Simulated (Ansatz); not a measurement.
# How the smearing shapes the phonons of GaNi (Pm-3m)

Wanted: frequencies of GaNi (Pm-3m) solved wavevector by wavevector at several smearings.

Calculated with Ansatz 0.2.0; DFT PBEsol, scalar-relativistic, plane waves, PAW.

## (1) The starting structure

Symmetry: Pm-3m, No. 221, cubic system. Conventional cell: a = 2.886 Å, b = 2.886 Å, c = 2.886 Å, α = 90.00°, β = 90.00°, γ = 90.00°. Nearest to Ga lie 8 Ni at 2.50 Å. Nearest to Ni lie 8 Ga at 2.50 Å. Farther neighbours are not listed.

## (2) Relaxation

Lattice constant and positions set the bands and the force constants, so the cell is relaxed first.

input.yaml

```yaml
crystal:
  lattice:
    - [2.886, 0.0, 0.0]
    - [0.0, 2.886, 0.0]
    - [0.0, 0.0, 2.886]
  atoms:
    - { symbol: Ga, position: [0.0, 0.0, 0.0] }
    - { symbol: Ni, position: [0.5, 0.5, 0.5] }
kpoints:
  mp_grid: { grid: [10, 10, 10] }
hamiltonian:
  xc: pbesol
scf:
  occupations: { method: gaussian, width: 0.1 }
output:
  forces: true
  stress: true
  eigenvalues: true
  write_density: true
  write_potential: true
  elf: true
  volumetric_format: npy
relax:
  adjacent_minimum: "off"
  f_tol: 0.005
  max_steps: 80
  cell: { stress_tol: 0.05 }
```

Run with:

```console
ansatz run input.yaml --threads 4 --pin off --max-ram 8192MiB --backend cpu --events-out ev --progress --plain --runs-dir out
```

Numbers of over 12 decimals in the logs are rounded to 6 here.

The program printed:

```text
[the first part of the log is left out]
  E_xc         = -154.448821
  E_vxc        = -169.441563  (∫ρ·V_xc dr)
  E_paw        = -3550.158521  (= ΣΔE_a)
  E_vpaw       = -945.209708  (= ΣTr[D̂ρ^β])
  E_aug_tail   = 0.000338  (compensation charges beyond the density's cutoff)
  E_ewald      = -4444.848210
  E_core_change = 1.060267  (= ΣΔE_core)
  E_smearing   = -0.007639  (= −TS)
  E_closure    = 0.000000  (closes the sum)
  Σ components = -9548.996794   (vs F -9548.996794, Δ=0.00e0)
--- Forces (eV/Å), atoms counted from 1 ---
  atom   1  Ga    -0.00000000    -0.00000000     0.00000000
  atom   2  Ni     0.00000000    -0.00000000    -0.00000000
  max |Σ_I F_I| component: 6.84e-29 eV/Å
--- Stress (GPa, compression-positive) ---
        0.026895       0.000000      -0.000000
        0.000000       0.026895      -0.000000
       -0.000000      -0.000000       0.026895
  P = ⅓ Tr σ = 0.0269 GPa (0.269 kbar)
--- Band table (eV; the first three rows and the last of 56) ---
  k-point 0: bands = ["-86.1295", "-46.6877", "-46.6877", "-46.6877", "1.5472", "1.5472", "1.8991", "1.8991", "1.8991", "4.4530", "13.8429", "13.8429", "15.3784", "15.3784", "15.3784", "21.7457", "21.7457", "21.7457", "27.4106", "27.4106"]
  k-point 1: bands = ["-86.1293", "-46.6901", "-46.6876", "-46.6876", "1.5524", "1.5733", "1.8892", "1.8892", "1.9013", "4.6420", "13.8129", "13.8603", "15.2755", "15.2755", "15.3786", "20.3496", "22.0591", "22.0591", "27.4661", "28.0432"]
  k-point 2: bands = ["-86.1289", "-46.6962", "-46.6871", "-46.6871", "1.5661", "1.6393", "1.8635", "1.8635", "1.9070", "5.2101", "13.5775", "13.9067", "15.0318", "15.0318", "15.3792", "18.1516", "22.9332", "22.9332", "27.6327", "28.4077"]
  k-point 55: bands = ["-86.1249", "-46.7075", "-46.7075", "-46.7075", "1.6281", "1.6281", "1.6281", "2.0636", "2.0636", "12.4531", "12.4531", "12.4531", "15.8811", "15.8811", "17.4003", "20.2689", "20.2689", "20.2689", "20.9485", "20.9485"]
--- Relaxed structure (3 steps of the walk, 3 accepted, 1 SCFs on fresh bases) ---
  F+E_penalty+E_count = -9548.99679436 eV   max|allowed force component| = 3.313e-29 eV/Å   (the final SCF, on the basis selected at the relaxed cell)
  cell:  # Å, volume = 23.7314 Å³
    - [2.873700, 0, 0.0]
    - [0, 2.873700, 0]
    - [0, 0, 2.873700]
  atoms:
    - { symbol: Ga, position: [0, 0, 0] }
    - { symbol: Ni, position: [0.500000, 0.500000, 0.500000] }
```

Wall time 2 s (4 threads of Arm Neoverse V2, shared host); peak memory 0.34 GiB.

This run has no spin polarisation, although Ni can carry a moment.

Relaxation path:

```tsv
step	energy less that of the first step (eV)	largest force component (eV/Å)	pressure (GPa)	volume (Å³)
1	0.0000	0.0000	-2.16	24.04
2	-0.0019	0.0000	-0.79	23.84
3	-0.0022	0.0000	0.02	23.73
4	-0.0020	0.0000	0.03	23.73
```

The log counts 1 steps on a newly chosen plane-wave basis, not all of them marked here; energy and pressure can jump at such steps.

```tsv
conventional cell, symmetrised	before	after	change
a (Å)	2.886	2.874	-0.4 %
b (Å)	2.886	2.874	-0.4 %
c (Å)	2.886	2.874	-0.4 %
volume (Å³/atom)	12.02	11.87	-1.3 %
```

The relaxed structure:

```xyz
2
Lattice="2.8737 0.0000 0.0000 0.0000 2.8737 0.0000 0.0000 0.0000 2.8737" Properties=species:S:1:pos:R:3 pbc="T T T"
Ga    0.0000    0.0000    0.0000
Ni    1.4368    1.4368    1.4368
```

Numbers from this step:

```yaml
pressure: 0.02689 GPa
volume_per_atom: 11.87 Å³
metallic_on_mesh: yes
gap_on_the_k_mesh: 0 eV
```

Valence density in the ac plane at fractional y = 0.000, with atoms of Ga within 0.2 Å of it. It is the smooth field of the valence electrons, not physical close to the nuclei.

Ten steps, logarithmic in the rise over the least value, from '_' (0 e/Å³) to '@' (52 e/Å³):
```
@@%%++--..____________..--++%%
**++==::..____________..::==++
----::..________________..::--
......____________________....
______________________________
______________________________
______________________________
______________________________
______________________________
______________________________
......____________________....
----::..________________..::--
**++==::..____________..::==++
@@%%++--..____________..--++%%
@@@@**--..____________..--**@@
```
Columns run along a (2.9 Å), rows up along c (2.9 Å). Atoms in or near the plane, at fractional coordinates: Ga at (0.00, 0.00).

Electrostatic potential energy in the ac plane at fractional y = 0.000, with atoms of Ga within 0.2 Å of it. With pseudopotentials it is smooth inside the atoms' cores, unlike the true potential.

Ten even steps from '0' (-7 eV) to '9' (18 eV):
```
000015899851000
000036899863000
000258999985200
113578999987531
556889999998865
888999999999988
999999999999999
999999999999999
888999999999988
556889999998865
113578999987531
000258999985200
000036899863000
000015899851000
000015899851000
```
Columns run along a (2.9 Å; values clipped at the 3rd and 97th percentile), rows up along c (2.9 Å). Atoms in or near the plane, at fractional coordinates: Ga at (0.00, 0.00).

ELF in the ac plane at fractional y = 0.000, with atoms of Ga within 0.2 Å of it. It is the smooth field of the valence electrons, not physical close to the nuclei.

Values, 15 rows by 15 columns:
```
0.05 0.02 0.05 0.14 0.24 0.25 0.30 0.35 0.35 0.30 0.25 0.24 0.14 0.05 0.02
0.03 0.05 0.10 0.20 0.25 0.26 0.32 0.35 0.35 0.32 0.26 0.25 0.20 0.10 0.05
0.12 0.14 0.20 0.25 0.26 0.30 0.35 0.35 0.35 0.35 0.30 0.26 0.25 0.20 0.14
0.23 0.24 0.25 0.26 0.29 0.34 0.35 0.33 0.33 0.35 0.34 0.29 0.26 0.25 0.24
0.25 0.25 0.26 0.30 0.34 0.35 0.33 0.31 0.31 0.33 0.35 0.34 0.30 0.26 0.25
0.29 0.30 0.32 0.35 0.35 0.33 0.30 0.29 0.29 0.30 0.33 0.35 0.35 0.32 0.30
0.35 0.35 0.35 0.35 0.33 0.31 0.29 0.28 0.28 0.29 0.31 0.33 0.35 0.35 0.35
0.35 0.35 0.35 0.35 0.33 0.31 0.29 0.28 0.28 0.29 0.31 0.33 0.35 0.35 0.35
0.29 0.30 0.32 0.35 0.35 0.33 0.30 0.29 0.29 0.30 0.33 0.35 0.35 0.32 0.30
0.25 0.25 0.26 0.30 0.34 0.35 0.33 0.31 0.31 0.33 0.35 0.34 0.30 0.26 0.25
0.23 0.24 0.25 0.26 0.29 0.34 0.35 0.33 0.33 0.35 0.34 0.29 0.26 0.25 0.24
0.12 0.14 0.20 0.25 0.26 0.30 0.35 0.35 0.35 0.35 0.30 0.26 0.25 0.20 0.14
0.03 0.05 0.10 0.20 0.25 0.26 0.32 0.35 0.35 0.32 0.26 0.25 0.20 0.10 0.05
0.05 0.02 0.05 0.14 0.24 0.25 0.30 0.35 0.35 0.30 0.25 0.24 0.14 0.05 0.02
0.49 0.05 0.03 0.12 0.23 0.25 0.29 0.35 0.35 0.29 0.25 0.23 0.12 0.03 0.05
```
Columns run along a (2.9 Å), rows up along c (2.9 Å). Atoms in or near the plane, at fractional coordinates: Ga at (0.00, 0.00).

The largest force is now zero by symmetry and the largest stress component 0.027 GPa, small enough for phonons.

## (3) Phonons along a line: Fermi–Dirac smearing of 0.1 eV

The smearing blurs the Fermi surface that screens the phonons; a Fermi–Dirac width is an electronic temperature.

input.yaml

```yaml
crystal:
  lattice:
    - [2.8736999547, 0.0, 0.0]
    - [0.0, 2.8736999547, 0.0]
    - [0.0, 0.0, 2.8736999547]
  atoms:
    - { symbol: Ga, position: [0.0, 0.0, 0.0] }
    - { symbol: Ni, position: [0.5, 0.5, 0.5] }
kpoints:
  mp_grid: { grid: [20, 20, 20] }
hamiltonian:
  xc: pbesol
scf:
  occupations: { method: fermi_dirac, width: 0.1 }
output:
  eigenvalues: true
phonons:
  method: dfpt
  qpoints: [[0, 0, 0], [0.0, 0.25, 0.0], [0.0, 0.5, 0.0]]
```

The program printed:

```text
[...]
Crystal: 2 atoms, lattice volume = 23.731 Å³
Basis set: ecut = 420 eV, 461 PW (Γ), exchange–correlation on 40×40×40 points (8 copies of the dense FFT grid, shifted against one another)
Bands: 20, of which v1, the nominal top of the filled ones, is band 16 counted from 1 (15 counted from 0)
Symmetry: 48 space group operations
k-points: 286 of 8000
[...]
SCF iter   1: F=—  HF=-9549.023543 eV  |F-HF|=—  |Δ(HF+E_count)|=         —  Δρ=2.14e-2  dr2=6.66e-2  ethr=1.77e-3  ⟨swp⟩=5.1  Hψ=23565  notcnv=0
[...]
SCF iter   8: F=-9549.014069 eV  HF=-9549.014069 eV  |F-HF|=3.64e-12  |Δ(HF+E_count)|=  1.20e-10  Δρ=1.34e-7  dr2=3.22e-12  ethr=1.00e-12  ⟨swp⟩=6.2  Hψ=26278  notcnv=0
SCF 1 converged in 8 iterations: F = -9549.014069 eV  dr2 = 3.22e-12
[...]
NSCF: frozen V_eff on 286 k-points
[...]
DFPT response loops at q = (0, 0, 0) (fractional): preconditioner auto → Kerker (q_TF=auto, 2.853 Å⁻¹) (partly filled bands, converged f_vac=0.000); β = 1.00, the filter's whole step (`scf.mixing.beta` (0.50) is not read by the response loops under this deck's `scf.mixing.preconditioner`; to damp them name `kerker` or `kerker_dos`, under which they read `scf.mixing.beta`, and type it under 1.00, their step now; both keys bind the ground state too); Broyden in place of MSR1
[...]
SCF converged after 8 iterations
Free energy (F): -9549.014069 eV
[...]
Internal energy: -9548.985376 eV  (E = F + TS)
E sigma→0 (E₀):  -9548.999723 eV
Entropy (-TS):   -0.028692 eV (-14.346 meV/atom)
Fermi energy:    16.825578 eV
[...]
--- Band table (eV; the first three rows and the last of 286) ---
  k-point 0: bands = [... 12 lower, 15.3754, 15.3754, 15.3754, 21.7456, 21.7456, 21.7456, 27.4102, 27.4102]
  k-point 1: bands = [... 12 lower, 15.3485, 15.3485, 15.3755, 21.3229, 21.8252, 21.8252, 27.4241, 27.6998]
  k-point 2: bands = [... 12 lower, 15.2726, 15.2726, 15.3756, 20.3494, 22.0589, 22.0589, 27.4657, 28.0429]
  k-point 285: bands = [... 12 lower, 15.8787, 15.8787, 17.4007, 20.2685, 20.2685, 20.2685, 20.9471, 20.9471]
--- Phonons (Γ-DFPT): 2 representative perturbations + reference (Σ response iterations 6) ---
  ASR residual: 6.357e-4 → 0.000e0 eV/Å²; symmetrization residual: 2.122e-6 eV/Å²
  ASR residual per site (eV/Å²): 3.73e-5 6.36e-4
  Γ frequencies (cm⁻¹): 0.00 0.00 0.00 212.55 212.55 212.55
  non-analytic LO–TO correction: not included (Born effective charges unavailable; polar crystals: no LO–TO splitting at Γ)
--- Phonons (arbitrary-q DFPT): 3 explicit q-points ---
  q = [0, 0, 0] (of the zone-centre solve; hermiticity 8.02e-7, symmetrization 1.12e-12): -0.00 0.00 0.00 212.55 212.55 212.55
  q = [0, 0.25, 0] (4 solved perturbations in 7480 linear systems a pass and spin channel, the states on 2420 of 8000 k-point pairs; hermiticity 1.99e-6, symmetrization 1.10e-12): 83.94 83.94 122.41 191.98 191.98 218.76
[...]
sum rule: each row above includes the acoustic sum rule's correction from the zone centre's row sums; it moved no ω² by more than (1.72 cm⁻¹)²
```

Run time: 2.3 min. Hardware: 4 threads; peak memory 3.3 GiB.

Each wavevector solved by linear response. Table of frequency by |q| along the line:

```tsv
|q| along the line (Å⁻¹)	mode 1 = mode 2 (cm⁻¹)	mode 3 (cm⁻¹)	mode 4 (cm⁻¹)	mode 5 (cm⁻¹)	mode 6 (cm⁻¹)
0.000	0	0	213	213	213
0.547	83.9	122	192	192	219
1.093	132	153	153	187	219
```

## (4) Wavevectors along a line: Fermi–Dirac smearing of 0.25 eV

Each wavevector is solved by itself, so no interpolation smooths a dip of the branch.

input.yaml, as its differences from that of step 3:

```diff
@@ -13,3 +13,3 @@
 scf:
-  occupations: { method: fermi_dirac, width: 0.1 }
+  occupations: { method: fermi_dirac, width: 0.25 }
 output:
```

Wider smearing eases the sum over k-points of a metal but moves the result away from its zero-temperature value.

The program printed:

```text
band count auto-derived: 21 (N_el = 31.0; filled up to band 16; 20 by the electrons, moments and atoms)
[...]
Crystal: 2 atoms, lattice volume = 23.731 Å³
Basis set: ecut = 420 eV, 461 PW (Γ), exchange–correlation on 40×40×40 points (8 copies of the dense FFT grid, shifted against one another)
Bands: 21, of which v1, the nominal top of the filled ones, is band 16 counted from 1 (15 counted from 0)
Symmetry: 48 space group operations
k-points: 286 of 8000
[...]
SCF iter   1: F=—  HF=-9549.104410 eV  |F-HF|=—  |Δ(HF+E_count)|=         —  Δρ=2.59e-2  dr2=1.02e-1  ethr=1.77e-3  ⟨swp⟩=4.5  Hψ=24127  notcnv=0
[...]
SCF iter   9: F=-9549.090690 eV  HF=-9549.090690 eV  |F-HF|=0.00e0  |Δ(HF+E_count)|=  7.28e-12  Δρ=8.09e-9  dr2=1.21e-14  ethr=1.00e-12  ⟨swp⟩=5.0  Hψ=23395  notcnv=0
SCF 1 converged in 9 iterations: F = -9549.090690 eV  dr2 = 1.21e-14
[...]
SCF converged after 9 iterations
Free energy (F): -9549.090690 eV
[...]
Internal energy: -9548.907878 eV  (E = F + TS)
E sigma→0 (E₀):  -9548.999284 eV
Entropy (-TS):   -0.182812 eV (-91.406 meV/atom)
Fermi energy:    16.879106 eV
[...]
--- Band table (eV; the first three rows and the last of 286) ---
  k-point 0: bands = [... 12 lower, 15.3387, 15.3387, 15.3387, 21.7485, 21.7485, 21.7485, 27.4046, 27.4046, ... 1 higher]
  k-point 1: bands = [... 12 lower, 15.3119, 15.3119, 15.3387, 21.3246, 21.8279, 21.8279, 27.4186, 27.6950, ... 1 higher]
  k-point 2: bands = [... 12 lower, 15.2366, 15.2366, 15.3388, 20.3485, 22.0612, 22.0612, 27.4608, 28.0392, ... 1 higher]
  k-point 285: bands = [... 12 lower, 15.8363, 15.8363, 17.4131, 20.2643, 20.2643, 20.2643, 20.9337, 20.9337, ... 1 higher]
[...]
ASR residual: 1.248e-3 → 0.000e0 eV/Å²; symmetrization residual: 1.813e-6 eV/Å²
  ASR residual per site (eV/Å²): 9.01e-5 1.25e-3
  Γ frequencies (cm⁻¹): 0.00 0.00 0.00 213.51 213.51 213.51
[...]
--- Phonons (arbitrary-q DFPT): 3 explicit q-points ---
[...]
```

Elapsed: 2.3 min, on 4 threads; peak memory 3.3 GiB.

Each wavevector solved by linear response. Frequency against |q| along the line:

```tsv
|q| along the line (Å⁻¹)	mode 1 = mode 2 (cm⁻¹)	mode 3 (cm⁻¹)	mode 4 (cm⁻¹)	mode 5 (cm⁻¹)	mode 6 (cm⁻¹)
0.000	0	0	214	214	214
0.547	83.6	123	193	193	220
1.093	135	153	153	184	220
```

Against step 3 (now smearing width 0.25 eV), the free energy moves by -38.3 meV an atom.

## (5) Wavevectors along a line: Fermi–Dirac smearing of 0.04 eV

The smearing blurs the Fermi surface that screens the phonons; a Fermi–Dirac width is an electronic temperature.

input.yaml, as its differences from that of step 4:

```diff
@@ -13,3 +13,3 @@
 scf:
-  occupations: { method: fermi_dirac, width: 0.25 }
+  occupations: { method: fermi_dirac, width: 0.04 }
 output:
```

Narrower smearing comes nearer the zero-temperature value but asks more of the mesh.

The program printed:

```text
[...]
Crystal: 2 atoms, lattice volume = 23.731 Å³
Basis set: ecut = 420 eV, 461 PW (Γ), exchange–correlation on 40×40×40 points (8 copies of the dense FFT grid, shifted against one another)
Bands: 20, of which v1, the nominal top of the filled ones, is band 16 counted from 1 (15 counted from 0)
Symmetry: 48 space group operations
k-points: 286 of 8000
[...]
SCF iter   1: F=—  HF=-9549.011134 eV  |F-HF|=—  |Δ(HF+E_count)|=         —  Δρ=2.08e-2  dr2=6.20e-2  ethr=1.77e-3  ⟨swp⟩=5.5  Hψ=24314  notcnv=0
[...]
SCF iter   8: F=-9549.002204 eV  HF=-9549.002204 eV  |F-HF|=1.82e-12  |Δ(HF+E_count)|=  1.02e-10  Δρ=1.19e-7  dr2=2.55e-12  ethr=1.00e-12  ⟨swp⟩=6.7  Hψ=26707  notcnv=0
SCF 1 converged in 8 iterations: F = -9549.002204 eV  dr2 = 2.55e-12
[...]
SCF converged after 8 iterations
Free energy (F): -9549.002204 eV
[...]
Internal energy: -9548.997906 eV  (E = F + TS)
E sigma→0 (E₀):  -9549.000055 eV
Entropy (-TS):   -0.004298 eV (-2.149 meV/atom)
Fermi energy:    16.811872 eV
[...]
--- Band table (eV; the first three rows and the last of 286) ---
  k-point 0: bands = [... 12 lower, 15.3807, 15.3807, 15.3807, 21.7452, 21.7452, 21.7452, 27.4111, 27.4111]
  k-point 1: bands = [... 12 lower, 15.3537, 15.3537, 15.3808, 21.3227, 21.8248, 21.8248, 27.4249, 27.7006]
  k-point 2: bands = [... 12 lower, 15.2778, 15.2778, 15.3809, 20.3495, 22.0586, 22.0586, 27.4665, 28.0434]
  k-point 285: bands = [... 12 lower, 15.8851, 15.8851, 17.3989, 20.2691, 20.2691, 20.2691, 20.9491, 20.9491]
[...]
ASR residual: 4.448e-4 → 0.000e0 eV/Å²; symmetrization residual: 1.329e-6 eV/Å²
  ASR residual per site (eV/Å²): 3.14e-5 4.45e-4
  Γ frequencies (cm⁻¹): 0.00 0.00 0.00 212.42 212.42 212.42
[...]
--- Phonons (arbitrary-q DFPT): 3 explicit q-points ---
[...]
```

It took 2.3 min on 4 threads; peak memory 3.3 GiB.

Each wavevector solved by linear response. Frequency against |q| along the line:

```tsv
|q| along the line (Å⁻¹)	mode 1 = mode 2 (cm⁻¹)	mode 3 (cm⁻¹)	mode 4 (cm⁻¹)	mode 5 (cm⁻¹)	mode 6 (cm⁻¹)
0.000	0	0	212	212	212
0.547	84.1	123	192	192	219
1.093	132	153	153	188	220
```

Against step 3 (now smearing width 0.04 eV), the free energy moves by +5.9 meV an atom.

## (6) Wavevectors along a line: Methfessel–Paxton smearing of 0.2 eV

The smearing blurs the Fermi surface that screens the phonons; a Methfessel–Paxton width blurs it less than a thermal one.

input.yaml, as its differences from that of step 5:

```diff
@@ -13,3 +13,3 @@
 scf:
-  occupations: { method: fermi_dirac, width: 0.04 }
+  occupations: { method: methfessel_paxton, width: 0.2 }
 output:
```

The program printed:

```text
[...]
Crystal: 2 atoms, lattice volume = 23.731 Å³
Basis set: ecut = 420 eV, 461 PW (Γ), exchange–correlation on 40×40×40 points (8 copies of the dense FFT grid, shifted against one another)
Bands: 20, of which v1, the nominal top of the filled ones, is band 16 counted from 1 (15 counted from 0)
Symmetry: 48 space group operations
k-points: 286 of 8000
[...]
SCF iter   1: F=—  HF=-9549.008596 eV  |F-HF|=—  |Δ(HF+E_count)|=         —  Δρ=2.06e-2  dr2=6.08e-2  ethr=1.77e-3  ⟨swp⟩=4.7  Hψ=22813  notcnv=0
[...]
SCF iter   8: F=-9548.999806 eV  HF=-9548.999806 eV  |F-HF|=1.82e-12  |Δ(HF+E_count)|=  7.64e-11  S|Δr|=    0.00e0  Δρ=1.11e-7  dr2=2.27e-12  ethr=1.00e-12  ⟨swp⟩=6.7  Hψ=26741  notcnv=0
SCF 1 converged in 8 iterations: F = -9548.999806 eV  dr2 = 2.27e-12
[...]
SCF converged after 8 iterations
Stability not checked: this state was not tested for a lower state beside it, because cold or Methfessel-Paxton smearing, or corrected tetrahedra, fill the levels in a way that the test cannot read (fill_not_monotonic; see scf.lower_state_search)
Free energy (F): -9548.999806 eV
[...]
Internal energy: -9548.999986 eV  (E = F + TS)
E sigma→0 (E₀):  -9548.999851 eV
Entropy (-TS):   0.000180 eV (0.090 meV/atom)
Fermi energy:    16.811440 eV
[...]
--- Band table (eV; the first three rows and the last of 286) ---
  k-point 0: bands = [... 12 lower, 15.3822, 15.3822, 15.3822, 21.7451, 21.7451, 21.7451, 27.4113, 27.4113]
  k-point 1: bands = [... 12 lower, 15.3552, 15.3552, 15.3822, 21.3226, 21.8247, 21.8247, 27.4252, 27.7008]
  k-point 2: bands = [... 12 lower, 15.2793, 15.2793, 15.3824, 20.3496, 22.0585, 22.0585, 27.4667, 28.0436]
  k-point 285: bands = [... 12 lower, 15.8867, 15.8867, 17.3985, 20.2693, 20.2693, 20.2693, 20.9497, 20.9497]
[...]
ASR residual: 1.019e-4 → 0.000e0 eV/Å²; symmetrization residual: 2.216e-6 eV/Å²
  ASR residual per site (eV/Å²): 2.87e-5 1.02e-4
  Γ frequencies (cm⁻¹): 0.00 0.00 0.00 212.36 212.36 212.36
[...]
--- Phonons (arbitrary-q DFPT): 3 explicit q-points ---
[...]
```

Run time: 2.3 min. Hardware: 4 threads; peak memory 3.3 GiB; 8.6 min of CPU time.

Each wavevector solved by linear response. Frequency against |q| along the line:

```tsv
|q| along the line (Å⁻¹)	mode 1 = mode 2 (cm⁻¹)	mode 3 (cm⁻¹)	mode 4 (cm⁻¹)	mode 5 (cm⁻¹)	mode 6 (cm⁻¹)
0.000	0	0	212	212	212
0.547	84.1	123	192	192	219
1.093	132	153	153	188	219
```

Against step 3 (now occupations Methfessel-Paxton and smearing width 0.2 eV), the free energy moves by +7.1 meV an atom.

## (7) The lowest branch at each setting

Lowest frequency against |q| along the line:

```tsv
|q| along the line (Å⁻¹)	fermi dirac 0.1 eV, k 20x20x20 (cm⁻¹)	fermi dirac 0.25 eV, k 20x20x20 (cm⁻¹)	fermi dirac 0.04 eV, k 20x20x20 (cm⁻¹)	methfessel paxton 0.2 eV, k 20x20x20 (cm⁻¹)
0.000	0	0	0	0
0.547	83.9	83.6	84.1	84.1
1.093	132	135	132	132
```

## (8) Results

```json
{
 "phonon run of the rows without a label of their own": "PBEsol, k 20×20×20",
 "lowest branch at the last solved point, Fermi–Dirac 0.1 eV": "132 cm⁻¹ at |q| = 1.09 Å⁻¹",
 "lowest branch at the last solved point, Fermi–Dirac 0.25 eV": "135 cm⁻¹ at |q| = 1.09 Å⁻¹",
 "lowest branch at the last solved point, Fermi–Dirac 0.04 eV": "132 cm⁻¹ at |q| = 1.09 Å⁻¹",
 "lowest branch at the last solved point, Methfessel–Paxton 0.2 eV": "132 cm⁻¹ at |q| = 1.09 Å⁻¹"
}
```

No branch softens by more than 4 % of the top frequency as the smearing narrows, so no anomaly that hangs on the smearing shows at these points. The line holds 3 wavevectors, so a narrow dip between them would be missed. Between Fermi–Dirac 0.25 eV and Fermi–Dirac 0.04 eV the largest change, with modes counted by rank of frequency, is in mode 5 at |q| = 1.09 Å⁻¹, from 184 to 188 cm⁻¹. Where branches cross, a count by rank can hide a softening. At the narrowest width the k mesh may not resolve the Fermi surface, so part of the change can be mesh noise.

[Logs are printed without paths, hosts, clocks, repeated set-up lines and the standing remarks that a program may print on its own settings, such as how far it seeks lower states.]

[Hosts, paths, dates, database ids (printed as entryN), source tags and the programs' standing remarks are cut or masked in the printed files.]
